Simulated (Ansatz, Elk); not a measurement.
# How far do independent atoms describe SrRhS3?

The structure of SrRhS3 used here is made up (a known structure type with other elements) and was relaxed beforehand with PBEsol. The aim is the Fourier transform of its all-electron density, F(hkl), set beside the sum over free spherical atoms that refinements use.

Main program and level: Elk 11.2.3 (patched build); DFT, PBE, all-electron APW+lo, Dirac cores, scalar-relativistic bands, static density, no spin.

This account leaves out most program logs.

The structure was built from a prototype and need not be the compound's stable phase.

## 1. Set-up

Symmetry: Pm-3m, No. 221, cubic system. Conventional cell: a = 4.675 Å, b = 4.675 Å, c = 4.675 Å, α = 90.00°, β = 90.00°, γ = 90.00°. Rh has 6 S at 2.34 Å nearest. Nearest to Sr lie 12 S at 3.31 Å. Nearest to S lie 2 Rh at 2.34 Å and 4 Sr at 3.31 Å. Farther neighbours and most contacts between anions are not listed.

Structure file:

```cif
data_structure
_symmetry_space_group_name_H-M 'P 1'
_symmetry_Int_Tables_number 1
_cell_length_a 4.6748
_cell_length_b 4.6748
_cell_length_c 4.6748
_cell_angle_alpha 90.000
_cell_angle_beta 90.000
_cell_angle_gamma 90.000
_cell_volume 102.16
loop_
_atom_site_label
_atom_site_type_symbol
_atom_site_fract_x
_atom_site_fract_y
_atom_site_fract_z
_atom_site_occupancy
Rh1 Rh 0.50000 0.50000 0.50000 1
Sr2 Sr 0.00000 0.00000 0.00000 1
S3 S 0.50000 0.00000 0.50000 1
S4 S 0.00000 0.50000 0.50000 1
S5 S 0.50000 0.50000 0.00000 1
```

## 2. Ground state and structure factors

An all-electron density is needed, since X-rays see the cores too. Task 0 finds the density and task 195 Fourier-transforms it; tshift is off so that phases refer to the origin typed.

Contents of elk.in:

```
tasks
  0
  195

xctype
  20

spinpol
  .false.

rgkmax
  7.0

gmaxvr
  14.0

lmaxo
  7

lmaxapw
  8

swidth
  0.002

tshift
  .false.

ramdisk
  .false.

hmaxvr
  5.5

maxscl
  120

epspot
  1e-06

sppath
  './'

avec
  8.83416133646 -0.00000000000 -0.00000000000
  -0.00000000000 8.83416133646 0.00000000000
  -0.00000000000 0.00000000000 8.83416133646

atoms
  3
  'Rh.in'
  1
  0.5000000000 0.5000000000 0.5000000000   0.000000 0.000000 0.000000
  'Sr.in'
  1
  -0.0000000000 0.0000000000 0.0000000000   0.000000 0.000000 0.000000
  'S.in'
  3
  0.5000000000 -0.0000000000 0.5000000000   0.000000 0.000000 0.000000
  0.0000000000 0.5000000000 0.5000000000   0.000000 0.000000 0.000000
  0.5000000000 0.5000000000 -0.0000000000   0.000000 0.000000 0.000000

ngridk
  5 5 5
```

The run is started by

```
$ OMP_NUM_THREADS=4 elk
```

Run time: 21 s. Hardware: 4 threads of Intel Xeon Platinum 8375C at 2.90GHz (Ice Lake), shared host; peak memory 0.2 GiB; 42 s of CPU time.

SFACRHO.OUT:

```text

h k l indices transformed by vhmat matrix:
   1.000000000       0.000000000       0.000000000    
   0.000000000       1.000000000       0.000000000    
   0.000000000       0.000000000       1.000000000    

      h      k      l  multipl.   |H|            Re(F)            Im(F)           |F|

      0      0      0      1   0.0000000       131.00000      0.12514815E-15   131.00000    
      0     -1      0      6  0.71123733      -21.276165     -0.70933932E-14   21.276165    
     -1      0      1     12   1.0058415       58.230065      0.37227897E-14   58.230065    
      1      1      1      8   1.2318992       28.706155      0.61421675E-14   28.706155    
      0      0     -2      6   1.4224747       96.872949      0.14647580E-13   96.872949    
     -1      0     -2     24   1.5903750      -15.551935     -0.14635398E-13   15.551935    
     -1      1     -2     24   1.7421685       50.249333      0.27436917E-14   50.249333    
      2      2      0     12   2.0116830       83.154008     -0.24016141E-13   83.154008    
      2     -2      1     24   2.1337120      -13.259266     -0.58986971E-14   13.259266    
      0      0      3      6   2.1337120      -13.173508      0.17919183E-13   13.173508    
     -3      1      0     24   2.2491299       44.831215      0.40329590E-13   44.831215    
     -1     -1     -3     24   2.3589074       20.603100     -0.64775459E-14   20.603100    
      2     -2     -2      8   2.4637984       75.344859      0.11062204E-13   75.344859    
     -2     -3      0     24   2.5644027      -12.009799     -0.22589821E-13   12.009799    
     -2      1      3     48   2.6612064       41.090263     -0.27077041E-13   41.090263    
      4      0      0      6   2.8449493       69.868687     -0.19918494E-13   69.868687    
      3      2     -2     24   2.9325066      -11.186669      0.13493174E-13   11.186669    
     -4      0     -1     24   2.9325066      -11.121637     -0.17263990E-13   11.121637
```

Elk indexes on the primitive cell of elk.in and gives |H| = 4π sin θ/λ in inverse bohr. Below, one row stands for each form hkl of the conventional cell (m members, Friedel mates merged), F is for one primitive cell and the density is static (no thermal factor). Free-atom factors are Waasmaier and Kirfel's, and R is Σm||F|−|F'||/Σm|F|.

```csv
hkl,m,sin θ/λ (Å⁻¹),"abs F, DFT",neutral atoms,diff.
100,6,0.107,21.276,21.305,-0.028
110,12,0.151,58.230,58.507,-0.277
111,8,0.185,28.706,28.240,+0.467
200,6,0.214,96.873,96.933,-0.060
210,24,0.239,15.552,15.687,-0.135
211,24,0.262,50.249,50.310,-0.061
220,12,0.302,83.154,83.334,-0.180
221,24,0.321,13.259,13.323,-0.064
300,6,0.321,13.174,13.323,-0.149
310,24,0.338,44.831,44.858,-0.026
311,24,0.355,20.603,20.709,-0.106
222,8,0.370,75.345,75.369,-0.024
320,24,0.386,12.010,11.966,+0.044
321,48,0.400,41.090,41.007,+0.083
400,6,0.428,69.869,69.912,-0.043
322,24,0.441,11.187,11.046,+0.141
410,24,0.441,11.122,11.046,+0.076
411,24,0.454,38.251,38.166,+0.085
330,12,0.454,38.282,38.166,+0.116
331,24,0.466,18.228,18.459,-0.231
420,24,0.478,65.763,65.767,-0.004
421,48,0.490,10.504,10.384,+0.120
```

## 3. The highest occupied states alone

An energy window below the Fermi level keeps the highest occupied states, to see at which angles they scatter; shallow core shells can lie inside it and anion s states outside. No new self-consistency is needed.

Edit elk.in of step 2 so:

```diff
@@ -1,3 +1,2 @@
 tasks
-  0
   195
@@ -40,2 +39,5 @@
 
+wsfac
+  -0.140600 0.526890
+
 sppath
```

The run is started by

```
$ OMP_NUM_THREADS=4 elk
```

The job ended after 9.5 s (4 threads; peak memory 0.17 GiB).

States within 10 eV below the Fermi level hold 23.00 electrons; any levels below the window count with the cores. Their amplitudes can exceed the total, where window and core parts have opposite phase:

```csv
hkl,sin θ/λ (Å⁻¹),"abs F, window","abs F, all"
100,0.107,8.822,21.276
110,0.151,2.717,58.230
111,0.185,0.239,28.706
200,0.214,5.577,96.873
210,0.239,2.945,15.552
211,0.262,1.720,50.249
220,0.302,1.550,83.154
221,0.321,1.057,13.259
300,0.321,0.773,13.174
310,0.338,0.777,44.831
```

## 4. Another functional

The difference from free atoms is small, so it is set against the change that LDA (Perdew-Wang) makes.

Edit elk.in of step 3 so:

```diff
@@ -1,2 +1,3 @@
 tasks
+  0
   195
@@ -4,3 +5,3 @@
 xctype
-  20
+  3
 
@@ -39,5 +40,2 @@
 
-wsfac
-  -0.140600 0.526890
-
 sppath
```

The run is started by

```
$ OMP_NUM_THREADS=4 elk
```

Run time: 13 s. Hardware: 4 threads; peak memory 0.17 GiB; 26 s of CPU time.

Against the first run R = 0.06 %; the largest change is -0.059 at 444.

## 5. Basis size

The basis and the expansions that go with it are enlarged, to see whether the differences are converged.

Edit elk.in of step 4 so:

```diff
@@ -5,3 +5,3 @@
 xctype
-  3
+  20
 
@@ -11,12 +11,12 @@
 rgkmax
-  7.0
+  8.5
 
 gmaxvr
-  14.0
+  18.0
 
 lmaxo
-  7
+  9
 
 lmaxapw
-  8
+  10
```

The run is started by

```
$ OMP_NUM_THREADS=4 elk
```

Wall time 51 s (4 threads); peak memory 0.4 GiB.

Against the first run R = 0.01 %; the largest change is -0.011 at 322.

## 6. Settings against the effect

```csv
run,R against the first run (%),"R against neutral atoms, low angle (%)",wall time
"PBE, rgkmax 7",0.00,0.38,21 s
LDA (Perdew-Wang),0.06,0.40,13 s
rgkmax 8.5 with larger expansions,0.01,0.37,51 s
```

## 7. Summary of results

| Quantity | Value |
| --- | --- |
| R against neutral atoms, sin θ/λ < 0.3 Å⁻¹ | 0.38 % |
| R against neutral atoms, 0.3 to 0.82 Å⁻¹ | 0.27 % |

What this shows: Independent neutral atoms miss the calculated amplitudes by R = 0.38 % below 0.3 Å⁻¹ and 0.27 % from there to 0.82 Å⁻¹; by shells, 0.13 % below 0.15 Å⁻¹ (1 form), 0.39 % 0.15 to 0.3 (5 forms), 0.27 % 0.3 to 0.45 (11 forms), 0.27 % above 0.45 (57 forms). Bonding, aspherical density and the tables' own atoms all enter these figures, and the runs don't part them. The largest change of an amplitude is +0.47 electrons, at 111. The window's part falls from 23.0 electrons at the origin to at most 0.37 between 0.45 and 0.82 Å⁻¹. Below 0.3 Å⁻¹ the changes that finished (LDA (Perdew-Wang) and rgkmax 8.5 with larger expansions) move F by R = 0.06 % at most, against the 0.38 % that separates it from free atoms. The k-mesh has no finished test. These runs have no spin, though d or f shells may be open. The electron count is odd, so without spin the run is a metal by force. Part of the difference isn't bonding: the tables are fits to free atoms and ions calculated by other methods than this functional. Thermal motion, anomalous dispersion and extinction are left out.

[Logs are printed without paths, hosts, clocks, repeated set-up lines and the standing remarks that a program may print on its own settings, such as how far it seeks lower states.]

[Hosts, paths, dates, database ids (printed as entryN), source tags and the programs' standing remarks are cut or masked in the printed files.]
